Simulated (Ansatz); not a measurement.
# Liquid 56SiO2-24Al2O3-8MgO-8ZnO-4BeO (mol %) at 2000 K (82 atoms): support functions against a reference

Wanted: errors and times of a linear-scaling basis for liquid 56SiO2-24Al2O3-8MgO-8ZnO-4BeO (mol %) at 2000 K (82 atoms). A setting counts as converged where the r.m.s. difference of forces stays under 1 % of the r.m.s. force.

Calculated with Ansatz 0.2.0; Kohn-Sham DFT, PBE, PAW (set soft_2), plane waves.

**1. Set-up**

The cell holds 82 atoms: 14 Si, 12 Al, 2 Mg, 2 Zn, 1 Be and 51 O. Cell: a = 10.248 Å, b = 10.248 Å, c = 10.248 Å, α = 90.0°, β = 90.0°, γ = 90.0°. 82 atoms (14 Si, 12 Al, 2 Mg, 2 Zn, 1 Be, 51 O) placed at random at 2.66 g/cm³, melted at 4000 K for 10 ps at fixed volume with the Morse and Coulomb pair potential with partial charges (Pedone, Malavasi, Menziani, Cormack and Segre, J. Phys. Chem. B 110, 11780 (2006)). Snapshot at the end of a hold of 10 ps at 2000 K and fixed volume.

Before any run, some limits are plain. The network of bonds at the start is that of the classical potential that made the cell, and needn't be the one that DFT or experiment would give. Only the Γ point is sampled, in a cell whose shortest periodic width is 10 Å.

**2. Plane-wave single point**

The first run fixes the reference, at a cutoff of 420 eV.

Contents of input.yaml:

```yaml
crystal:
  lattice:
    - [10.2477, 0.0, 0.0]
    - [0.0, 10.2477, 0.0]
    - [0.0, 0.0, 10.2477]
  atoms:
    - { symbol: Si, position: [0.63306, 0.3744, 0.9973] }
    - { symbol: Si, position: [0.43208, 0.296, 0.31425] }
    - { symbol: Si, position: [0.32693, 0.63122, 0.96479] }
    - { symbol: Si, position: [0.92473, 0.86615, 0.86561] }
    - { symbol: Si, position: [0.14751, 0.03748, 0.24123] }
    - { symbol: Si, position: [0.17971, 0.85336, 0.81611] }
    - { symbol: Si, position: [0.92016, 0.65128, 0.03107] }
    - { symbol: Si, position: [0.32679, 0.05401, 0.64167] }
    - { symbol: Si, position: [0.66004, 0.49094, 0.7071] }
    - { symbol: Si, position: [0.19478, 0.57184, 0.69599] }
    - { symbol: Si, position: [0.65287, 0.80221, 0.4177] }
    - { symbol: Si, position: [0.66392, 0.87656, 0.70314] }
    - { symbol: Si, position: [0.65567, 0.07822, 0.32134] }
    - { symbol: Si, position: [0.24248, 0.6793, 0.42034] }
    - { symbol: Al, position: [0.92811, 0.43231, 0.56315] }
    - { symbol: Al, position: [0.9547, 0.46057, 0.25971] }
    - { symbol: Al, position: [0.77688, 0.12076, 0.60744] }
    - { symbol: Al, position: [0.24176, 0.46172, 0.18168] }
    - { symbol: Al, position: [0.60938, 0.7208, 0.93294] }
    - { symbol: Al, position: [0.38186, 0.95566, 0.35071] }
    - { symbol: Al, position: [0.6623, 0.49436, 0.2895] }
    - { symbol: Al, position: [0.83574, 0.07628, 0.08128] }
    - { symbol: Al, position: [0.04361, 0.15429, 0.76429] }
    - { symbol: Al, position: [0.95993, 0.79084, 0.34065] }
    - { symbol: Al, position: [0.16421, 0.24885, 0.49933] }
    - { symbol: Al, position: [0.07827, 0.26813, 0.0379] }
    - { symbol: Mg, position: [0.60728, 0.15085, 0.865] }
    - { symbol: Mg, position: [0.46427, 0.5457, 0.49271] }
    - { symbol: Zn, position: [0.91772, 0.43198, 0.79504] }
    - { symbol: Zn, position: [0.4112, 0.34229, 0.74286] }
    - { symbol: Be, position: [0.37047, 0.30715, 0.03639] }
    - { symbol: O, position: [0.55959, 0.43429, 0.63158] }
    - { symbol: O, position: [0.67772, 0.02446, 0.70044] }
    - { symbol: O, position: [0.76538, 0.04273, 0.22397] }
    - { symbol: O, position: [0.1665, 0.18476, 0.65434] }
    - { symbol: O, position: [0.72333, 0.22359, 0.03419] }
    - { symbol: O, position: [0.35778, 0.31808, 0.18664] }
    - { symbol: O, position: [0.48618, 0.35124, 0.97666] }
    - { symbol: O, position: [0.86253, 0.31075, 0.64668] }
    - { symbol: O, position: [0.33802, 0.30237, 0.43819] }
    - { symbol: O, position: [0.0871, 0.46884, 0.68176] }
    - { symbol: O, position: [0.3349, 0.79296, 0.39698] }
    - { symbol: O, position: [0.27359, 0.5666, 0.31062] }
    - { symbol: O, position: [0.41707, 0.15062, 0.71511] }
    - { symbol: O, position: [0.57238, 0.92479, 0.35356] }
    - { symbol: O, position: [0.76034, 0.69624, 0.00898] }
    - { symbol: O, position: [0.66426, 0.45963, 0.12012] }
    - { symbol: O, position: [0.47121, 0.66609, 0.01781] }
    - { symbol: O, position: [0.28324, 0.61096, 0.55636] }
    - { symbol: O, position: [0.85889, 0.98306, 0.9512] }
    - { symbol: O, position: [0.80198, 0.82496, 0.76156] }
    - { symbol: O, position: [0.91413, 0.06845, 0.67142] }
    - { symbol: O, position: [0.06595, 0.37887, 0.17773] }
    - { symbol: O, position: [0.27406, 0.92154, 0.72329] }
    - { symbol: O, position: [0.79756, 0.54941, 0.66032] }
    - { symbol: O, position: [0.54331, 0.16639, 0.28403] }
    - { symbol: O, position: [0.00416, 0.25561, 0.89076] }
    - { symbol: O, position: [0.93428, 0.62833, 0.18351] }
    - { symbol: O, position: [0.82805, 0.463, 0.37377] }
    - { symbol: O, position: [0.9189, 0.49758, 0.96981] }
    - { symbol: O, position: [0.26714, 0.54858, 0.04656] }
    - { symbol: O, position: [0.67358, 0.40334, 0.84319] }
    - { symbol: O, position: [0.63009, 0.81826, 0.56088] }
    - { symbol: O, position: [0.23026, 0.26756, 0.99296] }
    - { symbol: O, position: [0.29986, 0.9954, 0.23241] }
    - { symbol: O, position: [0.99147, 0.75839, 0.92986] }
    - { symbol: O, position: [0.07515, 0.96513, 0.84242] }
    - { symbol: O, position: [0.25635, 0.77998, 0.92966] }
    - { symbol: O, position: [0.04326, 0.09944, 0.13353] }
    - { symbol: O, position: [0.53375, 0.4083, 0.33665] }
    - { symbol: O, position: [0.05573, 0.68143, 0.40633] }
    - { symbol: O, position: [0.377, 0.03298, 0.49837] }
    - { symbol: O, position: [0.59103, 0.59842, 0.79962] }
    - { symbol: O, position: [0.13417, 0.70981, 0.72291] }
    - { symbol: O, position: [0.73025, 0.11574, 0.45339] }
    - { symbol: O, position: [0.60907, 0.6438, 0.35792] }
    - { symbol: O, position: [0.15537, 0.12195, 0.37788] }
    - { symbol: O, position: [0.05404, 0.37302, 0.45018] }
    - { symbol: O, position: [0.30109, 0.56324, 0.81343] }
    - { symbol: O, position: [0.0633, 0.90369, 0.25899] }
    - { symbol: O, position: [0.80384, 0.79202, 0.38364] }
    - { symbol: O, position: [0.58859, 0.85339, 0.8434] }
kpoints:
  mp_grid: { grid: [1, 1, 1] }
hamiltonian:
  xc: pbe
scf:
  occupations: { method: fixed }
output:
  forces: true
  stress: true
  populations: true
  dos:
    method: { smearing: { sigma: 0.15 } }
    de: 0.1
    projected: { site_lists: { Al: [Al], Be: [Be], Mg: [Mg], O: [O], Si: [Si] } }
  eigenvalues: true
  write_density: true
  write_potential: true
  volumetric_format: npy
```

The run is started by

```sh
ansatz run input.yaml --threads 4 --pin off --max-ram 8192MiB --backend cpu --events-out ev --progress --plain --runs-dir out
```

Log:

```text
Engine: ansatz 0.2.0, aarch64-unknown-linux-gnu
Pseudopotentials: kind: paw
Pseudopotential: Si, paw, valence charge 4, recommended cutoff 420 eV (normal), Si.paw.azcp
Pseudopotential: Al, paw, valence charge 3, recommended cutoff 420 eV (normal), Al.paw.azcp
Pseudopotential: Mg, paw, valence charge 10, recommended cutoff 420 eV (normal), Mg.paw.azcp
Pseudopotential: Zn, paw, valence charge 12, recommended cutoff 420 eV (normal), Zn.paw.azcp
Pseudopotential: Be, paw, valence charge 2, recommended cutoff 420 eV (normal), Be.paw.azcp
Pseudopotential: O, paw, valence charge 6, recommended cutoff 420 eV (normal), O.paw.azcp
[... 5 lines on functional and potentials left out ...]
Crystal: 82 atoms, lattice volume = 1076.166 Å³
Basis set: ecut = 420 eV, 21079 PW (Γ), exchange–correlation on 144×144×144 points (8 copies of the dense FFT grid, shifted against one another)
Bands: 304, of which v1, the nominal top of the filled ones, is band 222 counted from 1 (221 counted from 0)
Symmetry: 1 space group operations
Space group: P1 (ITA 1), of the structure as read, at distance tolerance 1.0e-4 Å
k-points: 1
[... 13 lines on functional and potentials left out ...]
Initial density: superposition of atomic densities (neutral atoms: chi_scale 0, normalization atom), corrected by the library's trained network
Initial wavefunctions: pseudopotential atomic-orbital guess
Functional: x = pbe(κ = 0.804, μ = 0.219515), c = pbe(β = 0.066725)
SCF iter   1: F=—  HF=-54932.634949 eV  |F-HF|=—  |Δ(HF+E_count)|=         —  Δρ=4.51e-3  dr2=4.98e-1  ethr=1.77e-3  ⟨swp⟩=5.0  Hψ=1097  notcnv=0  defer=80
preconditioner: auto → Resta (q_TF=auto, 2.354 Å⁻¹)  ε∞=3.4  [insulator: Δε(μ)=1.314 eV  Ē_g=15.035 eV  n_scr=250 (ndim 8)  ℏωp=23.4 eV  f_vac=0.126  ε∞_Penn≈3.4]
SCF iter   2: F=—  HF=-54932.535658 eV  |F-HF|=—  |Δ(HF+E_count)|=   9.93e-2  Δρ=2.66e-3  dr2=1.34e-1  ethr=1.12e-4  ⟨swp⟩=2.0  Hψ=517  notcnv=0  defer=80
SCF iter   3: F=—  HF=-54932.507121 eV  |F-HF|=—  |Δ(HF+E_count)|=   2.85e-2  Δρ=1.36e-3  dr2=3.69e-2  ethr=3.02e-5  ⟨swp⟩=3.0  Hψ=400  notcnv=0  defer=80
SCF iter   4: F=—  HF=-54932.498741 eV  |F-HF|=—  |Δ(HF+E_count)|=   8.38e-3  Δρ=4.27e-4  dr2=2.34e-3  ethr=8.32e-6  ⟨swp⟩=3.0  Hψ=400  notcnv=0  defer=80
SCF iter   5: F=—  HF=-54932.498979 eV  |F-HF|=—  |Δ(HF+E_count)|=   2.38e-4  Δρ=2.97e-4  dr2=8.26e-4  ethr=5.26e-7  ⟨swp⟩=2.0  Hψ=558  notcnv=0  defer=80
SCF iter   6: F=—  HF=-54932.498914 eV  |F-HF|=—  |Δ(HF+E_count)|=   6.41e-5  Δρ=7.46e-5  dr2=6.82e-5  ethr=1.86e-7  ⟨swp⟩=2.0  Hψ=413  notcnv=0  defer=79
SCF iter   7: F=—  HF=-54932.500353 eV  |F-HF|=—  |Δ(HF+E_count)|=   1.44e-3  Δρ=4.54e-5  dr2=2.04e-5  ethr=1.54e-8  ⟨swp⟩=2.0  Hψ=445  notcnv=0  defer=73
SCF iter   8: F=—  HF=-54932.500357 eV  |F-HF|=—  |Δ(HF+E_count)|=   4.19e-6  Δρ=1.71e-5  dr2=3.40e-6  ethr=4.59e-9  ⟨swp⟩=2.0  Hψ=445  notcnv=0  defer=73
SCF iter   9: F=—  HF=-54932.500359 eV  |F-HF|=—  |Δ(HF+E_count)|=   1.77e-6  Δρ=7.04e-6  dr2=5.64e-7  ethr=7.65e-10  ⟨swp⟩=2.0  Hψ=403  notcnv=0  defer=75
SCF iter  10: F=—  HF=-54932.500359 eV  |F-HF|=—  |Δ(HF+E_count)|=   3.17e-7  Δρ=3.91e-6  dr2=1.51e-7  ethr=1.27e-10  ⟨swp⟩=2.0  Hψ=445  notcnv=0  defer=76
SCF iter  11: F=-54932.500359 eV  HF=-54932.500359 eV  |F-HF|=1.02e-8  |Δ(HF+E_count)|=   5.82e-8  Δρ=1.32e-6  dr2=2.29e-8  ethr=2.25e-11  ⟨swp⟩=23.0  Hψ=2808  notcnv=0
SCF 1 converged in 11 iterations: F = -54932.500359 eV  dr2 = 2.29e-8
  greatest PAW one-centre occupation: 1.000 electrons in one spin orbital (limit 2), on the Mg atom at site 27 (counted from 0), in its partial waves of l = 0
SCF converged after 11 iterations
Free energy (F): -54932.500359 eV
Harris-Foulkes:  -54932.500359 eV  (|F-HF|=1.02e-8)
Internal energy: -54932.500359 eV  (E = F + TS)
E sigma→0 (E₀):  -54932.500359 eV
Fermi energy:    4.386330 eV
--- Per-component energies (eV) ---
  E_band       = -2282.733187
  E_kinetic    = 10456.007674
  E_local      = -35439.689542  (includes V_loc(G=0)·N_el)
  E_nonlocal   = 4357.696958
  E_hartree    = 13610.685020
  E_xc         = -5399.745235
  E_vxc        = -6048.739196  (∫ρ·V_xc dr)
  E_paw        = -25210.769532  (= ΣΔE_a)
  E_vpaw       = -2829.504362  (= ΣTr[D̂ρ^β])
  E_aug_tail   = 0.128756  (compensation charges beyond the density's cutoff)
  E_ewald      = -17306.814459
  E_smearing   = -0.000000  (= −TS)
  E_closure    = 0.000000  (closes the sum)
  Σ components = -54932.500359   (vs F -54932.500359, Δ=0.00e0)
--- Forces (eV/Å), atoms counted from 1 ---
  atom   1  Si     6.32903714    -0.11001370     0.50176094
  atom   2  Si     2.72263290    -2.50905674     3.82112277
  atom   3  Si     9.26076050    14.43175298   -12.86728022
  atom   4  Si    -6.77087832     8.50547775    -4.69408407
  atom   5  Si    -2.59932735    -0.26064958     2.43895346
  atom   6  Si    -0.20289645    -6.07302328     0.10426924
  atom   7  Si    -5.45795883    -3.04515221    -3.21900877
  atom   8  Si    -2.66745746    -1.57163629     0.05622403
  atom   9  Si     7.94463773     7.39126431     9.29748400
  atom  10  Si     1.48158660     3.45556392     0.02677982
  atom  11  Si     1.69767418    -4.58046310    -6.17921366
  atom  12  Si     0.71088653    -3.98012191     3.96544194
  atom  13  Si     2.16161620    -2.69269846     3.21524072
  atom  14  Si    -6.54808853    -2.23926928    -2.76643864
[...]
atom  81  O     -0.58108175     1.32486852     0.15762231
  atom  82  O     -2.01403959     3.07276480    -1.95016924
  max |Σ_I F_I| component: 1.24e-4 eV/Å
--- Stress (GPa, compression-positive) ---
        5.429948       0.964254      -1.863832
        0.964252       4.525221      -4.935903
       -1.863835      -4.935897       8.760727
  P = ⅓ Tr σ = 6.2386 GPa (62.386 kbar)
--- Band table (eV) ---
  k-point 0: bands = ["-73.2567", "-71.6572", "-40.0733", "-40.0259", [... 288 levels ...], "13.5537", "13.5827", "13.6372", "13.6596", "13.6921", "13.7619", "13.8347", "13.8748", "13.9204", "13.9743", "14.0561", "14.1230"]
--- Löwdin populations: 82 sites ---
  site symbol       q [e]
     0     Si      2.3507
     1     Si      2.2559
     2     Si      2.1934
[...]
81      O      6.8748
  spilling = 0.011380 (of n_electrons = 444.000000)
```

Elapsed: 19 s, on 4 threads of Arm Neoverse V1, shared host; peak memory 1.3 GiB; 71 s of CPU time.

Read from the output:

- free energy: -54932.5004 eV
- free energy per atom: -669.9085 eV/atom
- SCF cycles: 11
- pressure: 6.239 GPa
- r.m.s. force component: 3.306 eV/Å
- longest force: 21.44 eV/Å
- Fermi energy: 4.386 eV
- gap (highest filled to lowest empty level): 0.5905 eV
- spilling of the projection: 0.01138

The r.m.s. force component of 3.3 eV/Å and the pressure of 6.2 GPa set the scale for the differences below.

**3. Support functions low**

The cell is solved in localised support functions.

This step: Kohn-Sham DFT, PBE, PAW (set soft_2), localised support functions (low) (Ansatz 0.2.0).

input.yaml, the sections that differ from step 2:

```yaml
scf:
  occupations: { method: fixed }
  eigensolver: { kind: { support_functions: { accuracy: low } } }
  max_iter: 150
output:
  forces: true
  eigenvalues: true
# crystal, kpoints, hamiltonian: as in step 2
```

Log:

```text
Warning: scf.eigensolver.kind.support_functions: disabling space-group detection — the functions' gradient is summed over unrotated k-points, so no spatial operation reduces the k-mesh or symmetrises the density; time reversal is kept, so that k and −k are solved as one point where they differ and the mesh holds both, and exact exchange and, on two spinor components, a DFT+U term hold to it where the run has them: [...]
settings of this run that can trade accuracy for cost: scf.eigensolver.kind.support_functions; scf.eigensolver.kind.support_functions.accuracy: low [...]
[...]
Crystal: 82 atoms, lattice volume = 1076.166 Å³
Basis set: ecut = 420 eV, 21079 PW (Γ), exchange–correlation on 150×150×150 points (8 copies of the dense FFT grid, shifted against one another)
Bands: 267, of which v1, the nominal top of the filled ones, is band 222 counted from 1 (221 counted from 0)
Symmetry: 1 space group operations
k-points: 1
[...]
SCF iter   1: F=—  HF=-54929.465183 eV  |F-HF|=—  |Δ(HF+E_count)|=         —  Δρ=1.25e-1  dr2=1.66e2  ethr=1.00e-1
[...]
SCF iter  15: F=—  HF=-54932.869989 eV  |F-HF|=—  |Δ(HF+E_count)|=   1.18e-3  Δρ=1.50e-4  dr2=1.28e-4  ethr=8.03e-9  κ⁻¹=1.9e-4(r=7)
SCF iter  16: F=-54932.870808 eV  HF=-54932.870820 eV  |F-HF|=1.28e-5  |Δ(HF+E_count)|=   8.31e-4  Δρ=3.65e-5  dr2=8.55e-6  ethr=8.03e-9
SCF 1 converged in 16 iterations: F = -54932.886246 eV  dr2 = 8.55e-6
[...]
SCF converged after 16 iterations
Stability not checked: this state was not tested for a lower state beside it, because the mixer in use, unlike msr1, does not test its closes by its own steps (another_mixer; see scf.mixing.algorithm and scf.lower_state_search)
Free energy (F): -54932.886246 eV
[...]
Internal energy: -54932.886246 eV  (E = F + TS)
E sigma→0 (E₀):  -54932.886246 eV
Fermi energy:    4.386514 eV
[...]
Σ components = -54932.886246   (vs F -54932.886246, Δ=0.00e0)
--- Forces (eV/Å), atoms counted from 1 ---
  atom   1  Si     6.32971440    -0.11071004     0.50160854
  atom   2  Si     2.72182518    -2.50892057     3.82100672
  atom   3  Si     9.25754318    14.42650332   -12.86286585
  atom   4  Si    -6.77033850     8.50498880    -4.69346656
[...]
atom  82  O     -2.01537218     3.07335814    -1.95022981
  max |Σ_I F_I| component: 2.43e-4 eV/Å
--- Band table (eV) ---
[...]
```

The job ended after 2.5 min (4 threads; peak memory 3.4 GiB).

The program notes that the band table was not solved further than the SCF left it and it switched symmetry off.

Keys that differ from the reference: support_functions.accuracy = "low" and scf.max_iter = 150.

Forces differ from the reference by 1.1 meV/Å r.m.s., 0.034 % of their size, well within a tolerance of 1 %; the energy by -4.7 meV/atom. It took roughly 7.9 times the reference's time (one timing each, with unlike analyses asked), in 16 cycles against 11.

**4. Support functions medium**

The cell is solved in localised support functions. Besides, the program derives a nominal cutoff of 464 eV for this run, against the reference's 420.

This step: Kohn-Sham DFT, PBE, PAW (set soft_2), localised support functions (medium) (Ansatz 0.2.0).

input.yaml, the sections that differ from step 3:

```yaml
scf:
  occupations: { method: fixed }
  eigensolver: { kind: { support_functions: { accuracy: medium } } }
  max_iter: 150
# crystal, kpoints, hamiltonian, output: as in step 3
```

Log:

```text
[...]
Warning: basis.ecutwfc = 464 eV, auto-derived: no grid that the accuracy of the support functions lays serves the files at the lower one that their records recommend; a deck with other species or settings can derive another value
[...]
Crystal: 82 atoms, lattice volume = 1076.166 Å³
Basis set: ecut = 464 eV, 24303 PW (Γ), exchange–correlation on 150×150×150 points (8 copies of the dense FFT grid, shifted against one another)
Bands: 267, of which v1, the nominal top of the filled ones, is band 222 counted from 1 (221 counted from 0)
Symmetry: 1 space group operations
k-points: 1
[...]
SCF iter   1: F=—  HF=-54929.468588 eV  |F-HF|=—  |Δ(HF+E_count)|=         —  Δρ=1.25e-1  dr2=1.66e2  ethr=1.00e-1
[...]
SCF iter  17: F=—  HF=-54932.871859 eV  |F-HF|=—  |Δ(HF+E_count)|=   7.90e-4  Δρ=1.61e-5  dr2=1.85e-6  ethr=1.95e-9  κ⁻¹=3.8e-5(r=7)
SCF iter  18: F=-54932.872548 eV  HF=-54932.872548 eV  |F-HF|=3.00e-7  |Δ(HF+E_count)|=   6.90e-4  Δρ=4.97e-6  dr2=2.22e-7  ethr=4.17e-10
SCF 1 converged in 18 iterations: F = -54932.886442 eV  dr2 = 2.22e-7
[...]
SCF converged after 18 iterations
[...]
Free energy (F): -54932.886442 eV
[...]
Internal energy: -54932.886442 eV  (E = F + TS)
E sigma→0 (E₀):  -54932.886442 eV
Fermi energy:    4.386460 eV
[...]
Σ components = -54932.886442   (vs F -54932.886442, Δ=0.00e0)
--- Forces (eV/Å), atoms counted from 1 ---
  atom   1  Si     6.32969427    -0.11065422     0.50152014
  atom   2  Si     2.72208616    -2.50895350     3.82111999
  atom   3  Si     9.25757295    14.42697217   -12.86285004
  atom   4  Si    -6.77030925     8.50504284    -4.69366623
[...]
atom  82  O     -2.01538446     3.07332911    -1.95014947
  max |Σ_I F_I| component: 5.11e-4 eV/Å
--- Band table (eV) ---
[...]
```

Run time: 2.8 min. Hardware: 4 threads; peak memory 3.5 GiB.

Keys that differ from the reference: support_functions.accuracy = "medium" and scf.max_iter = 150.

Forces differ from the reference by 1.1 meV/Å r.m.s., 0.033 % of their size, well within a tolerance of 1 %; the energy by -4.7 meV/atom. It took roughly 8.9 times the reference's time (one timing each, with unlike analyses asked), in 18 cycles against 11.

[end of part 1 of 2]

[Long decimals in the printed logs are rounded to 6 places.]

[Logs are printed without paths, hosts, clocks, repeated set-up lines and the standing remarks that a program may print on its own settings, such as how far it seeks lower states.]

[Hosts, paths, dates, database ids (printed as entryN), source tags and the programs' standing remarks are cut or masked in the printed files.]
